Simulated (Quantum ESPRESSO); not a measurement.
# MgO (Periclase): phonons by linear response

How does MgO (Periclase) vibrate, and is this structure a minimum?

Main program and level: Quantum ESPRESSO 7.5; DFT LDA, scalar-relativistic, plane waves, PseudoDojo norm-conserving pseudopotentials.

**Measured values to reproduce.**

“Disentangling orbital and spin exchange interactions for Co2+ on a rocksalt lattice” (2018, arxiv:1807.05012) reports for MgO, rocksalt, by powder X-ray diffraction (polycrystalline end member, 300 K): lattice constant a (cubic cell parameter) 4.2118 ± 0.0001 Å [room-temperature value].

“Infrared Optical Properties of Ferropericlase (Mg1-xFexO): Experiment and Theory” (2007, arxiv:0704.2267) reports for MgO, rocksalt, by infrared reflectance, oscillator fit (wedged single crystal slab, 295 K): ε∞ (high-frequency dielectric constant) 2.95 ± 0.1; infrared mode (TO phonon at Gamma (T1u)) 396.5 cm⁻¹.

The database entry behind the starting cell differs from later determinations by our own check (about 0.1 % long), so it need not match the best structure at ambient conditions.

## Step 1: The structure

The structure is cubic, space group Fm-3m (No. 225). The conventional cell has a = 4.217 Å, b = 4.217 Å, c = 4.217 Å, α = 90.00°, β = 90.00°, γ = 90.00°. Nearest to Mg lie 6 O at 2.11 Å. Nearest to O lie 6 Mg at 2.11 Å. Farther neighbours and most contacts between anions are not listed.

Structure file:

```
Mg O
1.0
    -2.10850    0.00000    2.10850
     0.00000    2.10850    2.10850
    -2.10850    2.10850    0.00000
Mg O
1 1
Direct
  0.00000 0.00000 0.00000
  0.50000 0.50000 0.50000
```

## Step 2: A probe with smearing

A cheap run with smearing and empty bands tells whether the crystal has a gap, which decides between fixed occupations and smearing later on.

File probe.in:

```
 &control
    calculation='scf',
    prefix='x',
    outdir='./tmp',
    pseudo_dir='./pseudo',
    tprnfor=.true.,
    tstress=.true.,
    verbosity='high',
 /
 &system
    ibrav=2,
    celldm(1)=7.96897507,
    nat=2,
    ntyp=2,
    ecutwfc=84.0,
    occupations='smearing',
    smearing='gaussian',
    degauss=0.01,
 /
 &electrons
    conv_thr=1.0d-07,
    mixing_beta=0.7,
    electron_maxstep=100,
 /
ATOMIC_SPECIES
 Mg     24.3050  Mg.upf
 O      15.9990  O.upf
ATOMIC_POSITIONS crystal
 Mg     0.000000000   0.000000000   0.000000000
 O      0.500000000   0.500000000   0.500000000
K_POINTS automatic
 8 8 8 0 0 0
```

Run with:

```bash
> OMP_NUM_THREADS=1 mpirun -n 4 pw.x -nk 4 -in probe.in > probe.out
```

Log:

```text
[banners, grids, parts of the stress and lines that vanish by symmetry left out]
Program PWSCF v.7.5
     bravais-lattice index     =            2
     lattice parameter (alat)  =       7.9690  a.u.
[...]
kinetic-energy cutoff     =      84.0000  Ry
     charge density cutoff     =     336.0000  Ry
     scf convergence threshold =      1.0E-07
[...]
Exchange-correlation= SLA  PW   NOGX NOGC
                           (   1   4   0   0   0   0   0)
[...]
48 Sym. Ops., with inversion, found
[...]
(     0          1          0      )
                  (     0          0          1      )
[...]
(  0.0000000  1.0000000  0.0000000 )
                  (  0.0000000  0.0000000  1.0000000 )
[...]
(     1          0         -1      )
                  (     0          0         -1      )
[...]
(  0.0000000 -1.0000000  0.0000000 )
[...]
(     0          1         -1      )
                  (     0          1          0      )
[...]
( -1.0000000  0.0000000  0.0000000 )
                  (  0.0000000  1.0000000  0.0000000 )
[...]
number of k points=    29  Gaussian smearing, width (Ry)=  0.0100
[...]
End of self-consistent calculation
[...]
the Fermi energy is    10.1914 ev
!    total energy              =    -151.83405386 Ry
[...]
convergence has been achieved in   7 iterations
[...]
atom    1 type  1   force =    -0.00000000   -0.00000000   -0.00000000
     atom    2 type  2   force =    -0.00000000   -0.00000000    0.00000000
[...]
Total force =     0.000000     Total SCF correction =     0.000000
[...]
total   stress  (Ry/bohr**3)                   (kbar)     P=      -65.28
[...]
XML data file, charge density, pseudopotentials, collected wavefunctions

   JOB DONE.
```

It took 2.9 s on 4 MPI ranks of Arm Neoverse V1, shared host; 11 s of CPU time.

This step gave:

| Item | Value |
| --- | --- |
| volume per atom | 9.374 Å³ |
| pressure | -6.528 GPa |
| gap on the k-mesh | 4.655 eV |

A gap of 4.7 eV opens on this mesh, so the crystal is taken as an insulator; the start stands at -6.5 GPa.

## Step 3: Relaxing the cell and atoms

The relaxation runs at a cutoff a fifth above that of the response, since stress converges more slowly with the basis than frequencies do. Forces and stress are brought to rest with tight thresholds.

File relax.in:

```
 &control
    calculation='vc-relax',
    prefix='x',
    outdir='./tmp',
    pseudo_dir='./pseudo',
    tprnfor=.true.,
    tstress=.true.,
    forc_conv_thr=2.0d-05,
    etot_conv_thr=1.0d-07,
    nstep=40,
 /
 &system
    ibrav=2,
    celldm(1)=7.96897507,
    nat=2,
    ntyp=2,
    ecutwfc=101,
    occupations='fixed',
    nbnd=10,
 /
 &electrons
    conv_thr=1.0d-11,
    mixing_beta=0.7,
    electron_maxstep=100,
 /
 &ions
 /
 &cell
    press_conv_thr=0.2,
 /
ATOMIC_SPECIES
 Mg     24.3050  Mg.upf
 O      15.9990  O.upf
ATOMIC_POSITIONS crystal
 Mg     0.000000000   0.000000000   0.000000000
 O      0.500000000   0.500000000   0.500000000
K_POINTS automatic
 10 10 10 0 0 0
```

Run with:

```bash
> OMP_NUM_THREADS=1 mpirun -n 4 pw.x -nk 4 -in relax.in > relax.out
```

Log:

```text
[banners, grids, parts of the stress and lines that vanish by symmetry left out]
[banner, memory and clock lines left out]
Program PWSCF v.7.5

[...]
kinetic-energy cutoff     =     101.0000  Ry
     charge density cutoff     =     404.0000  Ry
     scf convergence threshold =      1.0E-11
[...]
energy convergence thresh.=      1.0E-07
     force convergence thresh. =      2.0E-05
     press convergence thresh. =      2.0E-01
     Exchange-correlation= SLA  PW   NOGX NOGC
                           (   1   4   0   0   0   0   0)
[...]
48 Sym. Ops., with inversion, found
[...]
number of k points=    47
[...]
End of self-consistent calculation
[...]
highest occupied, lowest unoccupied level (ev):     7.6475   12.3031
!    total energy              =    -151.83410224 Ry
[...]
convergence has been achieved in  12 iterations
[...]
atom    1 type  1   force =     0.00000000    0.00000000    0.00000000
     atom    2 type  2   force =     0.00000000    0.00000000    0.00000000
     Total force =     0.000000     Total SCF correction =     0.000000
[...]
total   stress  (Ry/bohr**3)                   (kbar)     P=      -64.33
[...]
number of bfgs steps    =   0
[...]
CELL_PARAMETERS (alat=  7.96897507)
[...]
ATOMIC_POSITIONS (crystal)
Mg               0.0000000000        0.0000000000        0.0000000000
O                0.5000000000        0.5000000000        0.5000000000
[...]
New effective cutoffs (rho, wfc):  411.79  103.23
[...]
End of self-consistent calculation
[...]
highest occupied, lowest unoccupied level (ev):     8.0588   13.0427
!    total energy              =    -151.83520044 Ry
[...]
convergence has been achieved in   7 iterations
[...]
atom    1 type  1   force =     0.00000000    0.00000000   -0.00000000
     atom    2 type  2   force =    -0.00000000   -0.00000000    0.00000000
     Total force =     0.000000     Total SCF correction =     0.000000
[...]
total   stress  (Ry/bohr**3)                   (kbar)     P=      -12.91
[...]
number of bfgs steps    =   1
[...]
CELL_PARAMETERS (alat=  7.96897507)
[...]
ATOMIC_POSITIONS (crystal)
Mg              -0.0000000000       -0.0000000000        0.0000000000
O                0.5000000000        0.5000000000        0.5000000000
[...]
New effective cutoffs (rho, wfc):  414.03  103.79
[...]
End of self-consistent calculation
[...]
highest occupied, lowest unoccupied level (ev):     8.1622   13.2291
!    total energy              =    -151.83524128 Ry
[...]
convergence has been achieved in   7 iterations
[...]
atom    1 type  1   force =    -0.00000000   -0.00000000   -0.00000000
     atom    2 type  2   force =    -0.00000000    0.00000000   -0.00000000
     Total force =     0.000000     Total SCF correction =     0.000000
[...]
total   stress  (Ry/bohr**3)                   (kbar)     P=        0.86
[...]
number of bfgs steps    =   2
[...]
CELL_PARAMETERS (alat=  7.96897507)
[...]
ATOMIC_POSITIONS (crystal)
[...]
New effective cutoffs (rho, wfc):  413.89  103.75
[...]
End of self-consistent calculation
[...]
highest occupied, lowest unoccupied level (ev):     8.1557   13.2174
!    total energy              =    -151.83524146 Ry
[...]
convergence has been achieved in   5 iterations
[...]
atom    1 type  1   force =    -0.00000000   -0.00000000    0.00000000
     atom    2 type  2   force =     0.00000000    0.00000000    0.00000000
     Total force =     0.000000     Total SCF correction =     0.000000
[...]
total   stress  (Ry/bohr**3)                   (kbar)     P=       -0.01
[...]
number of bfgs steps    =   3
[...]
small trust_radius: resetting bfgs history
[...]
CELL_PARAMETERS (alat=  7.96897507)
[...]
ATOMIC_POSITIONS (crystal)
[...]
New effective cutoffs (rho, wfc):  413.89  103.75
[...]
End of self-consistent calculation
[...]
highest occupied, lowest unoccupied level (ev):     8.1558   13.2175
!    total energy              =    -151.83524146 Ry
[...]
convergence has been achieved in   1 iterations
[...]
atom    1 type  1   force =     0.00000000   -0.00000000    0.00000000
     atom    2 type  2   force =    -0.00000000   -0.00000000    0.00000000
     Total force =     0.000000     Total SCF correction =     0.000000
[...]
total   stress  (Ry/bohr**3)                   (kbar)     P=        0.00
[...]
bfgs converged in   5 scf cycles and   4 bfgs steps
[...]
End of BFGS Geometry Optimization
     Final enthalpy           =    -151.8352414572 Ry
     File ./tmp/x.bfgs deleted, as requested
[...]
CELL_PARAMETERS (alat=  7.96897507)
[...]
ATOMIC_POSITIONS (crystal)
Mg              -0.0000000000       -0.0000000000        0.0000000000
O                0.5000000000        0.5000000000        0.5000000000
[...]
Final scf calculation at the relaxed structure.
[...]
kinetic-energy cutoff     =     101.0000  Ry
     charge density cutoff     =     404.0000  Ry
     scf convergence threshold =      1.0E-13
[...]
press convergence thresh. =      2.0E-01
     Exchange-correlation= SLA  PW   NOGX NOGC
                           (   1   4   0   0   0   0   0)
[...]
48 Sym. Ops., with inversion, found
[...]
number of k points=    47
[...]
End of self-consistent calculation
[...]
highest occupied, lowest unoccupied level (ev):     8.1558   13.2175
!    total energy              =    -151.83523855 Ry
[...]
convergence has been achieved in  12 iterations
[...]
atom    1 type  1   force =    -0.00000000   -0.00000000   -0.00000000
     atom    2 type  2   force =     0.00000000   -0.00000000    0.00000000
     Total force =     0.000000     Total SCF correction =     0.000000
[...]
total   stress  (Ry/bohr**3)                   (kbar)     P=       -0.04
[...]
XML data file, charge density, pseudopotentials, collected wavefunctions
```

Run time: 23 s. Hardware: 4 MPI ranks; 90 s of CPU time.

The steps of the relaxation:

```tsv
step	energy less that of the first step (eV)	largest force (eV/Å)	pressure (GPa)	volume (Å³)
1	0.0000	0.0000	-6.43	18.75
2	-0.0149	0.0000	-1.29	18.14
3	-0.0155	0.0000	0.09	17.99
4	-0.0155	0.0000	0.00	18.00
5	-0.0155	0.0000	0.00	18.00
6	-0.0155	0.0000	0.00	18.00
```

```tsv
conventional cell, symmetrised	before	after	change
a (Å)	4.217	4.160	-1.3 %
b (Å)	4.217	4.160	-1.3 %
c (Å)	4.217	4.160	-1.3 %
volume (Å³/atom)	9.37	9.00	-4.0 %
```

The relaxed structure:

```cif
data_structure
_symmetry_space_group_name_H-M 'P 1'
_symmetry_Int_Tables_number 1
_cell_length_a 2.9418
_cell_length_b 2.9418
_cell_length_c 2.9418
_cell_angle_alpha 60.000
_cell_angle_beta 60.000
_cell_angle_gamma 60.000
_cell_volume 18.00
loop_
_atom_site_label
_atom_site_type_symbol
_atom_site_fract_x
_atom_site_fract_y
_atom_site_fract_z
_atom_site_occupancy
Mg1 Mg 0.00000 0.00000 0.00000 1
O2 O 0.50000 0.50000 0.50000 1
```

The last row of the table of steps is pw.x's closing run on a basis chosen anew for the final cell, so its energy can jump.

This step gave:

```yaml
volume_per_atom: 9.001 Å³
pressure: -0.004 GPa
gap_on_the_k_mesh: 5.062 eV
```

The volume changes by -4.0 % from the cell with which this run began.

## Step 4: Ground state

Perturbation theory inherits every error of the wavefunctions, so the threshold is set near the limit of the arithmetic. With a gap, occupations are fixed, which also allows the response to an electric field.

File scf.in:

```
 &control
    calculation='scf',
    prefix='x',
    outdir='./tmp',
    pseudo_dir='./pseudo',
    tprnfor=.true.,
    tstress=.true.,
 /
 &system
    ibrav=2,
    celldm(1)=7.86187509,
    nat=2,
    ntyp=2,
    ecutwfc=84.0,
    occupations='fixed',
    nbnd=10,
 /
 &electrons
    conv_thr=1.0d-12,
    mixing_beta=0.7,
    electron_maxstep=100,
 /
ATOMIC_SPECIES
 Mg     24.3050  Mg.upf
 O      15.9990  O.upf
ATOMIC_POSITIONS crystal
 Mg     0.000000000   0.000000000   0.000000000
 O      0.500000000   0.500000000   0.500000000
K_POINTS automatic
 12 12 12 0 0 0
```

Run with:

```bash
> OMP_NUM_THREADS=1 mpirun -n 4 pw.x -nk 4 -in scf.in > scf.out
```

Log:

```text
[banners, grids, parts of the stress and lines that vanish by symmetry left out]
[banner, memory and clock lines left out]
Program PWSCF v.7.5

[...]
kinetic-energy cutoff     =      84.0000  Ry
     charge density cutoff     =     336.0000  Ry
     scf convergence threshold =      1.0E-12
[...]
Exchange-correlation= SLA  PW   NOGX NOGC
                           (   1   4   0   0   0   0   0)
[...]
48 Sym. Ops., with inversion, found
[...]
number of k points=    72
[...]
End of self-consistent calculation
[...]
highest occupied, lowest unoccupied level (ev):     8.1559   13.2176
!    total energy              =    -151.83519223 Ry
[...]
convergence has been achieved in  12 iterations
[...]
atom    1 type  1   force =     0.00000000    0.00000000    0.00000000
     atom    2 type  2   force =     0.00000000    0.00000000    0.00000000
     Total force =     0.000000     Total SCF correction =     0.000000
[...]
total   stress  (Ry/bohr**3)                   (kbar)     P=       -0.64
[...]
XML data file, charge density, pseudopotentials, collected wavefunctions
```

Run time: 7.3 s. Hardware: 4 MPI ranks; 29 s of CPU time.

Read from the output:

- pressure: -0.064 GPa

The cell stands at -0.064 GPa, close enough for phonons.

[end of part 1 of 3]

[Host names and launcher messages were left out of these logs when they were recorded.]

[Logs are printed without paths, hosts, clocks, repeated set-up lines and the standing remarks that a program may print on its own settings, such as how far it seeks lower states.]

[Hosts, paths, dates, database ids (printed as entryN), source tags and the programs' standing remarks are cut or masked in the printed files.]
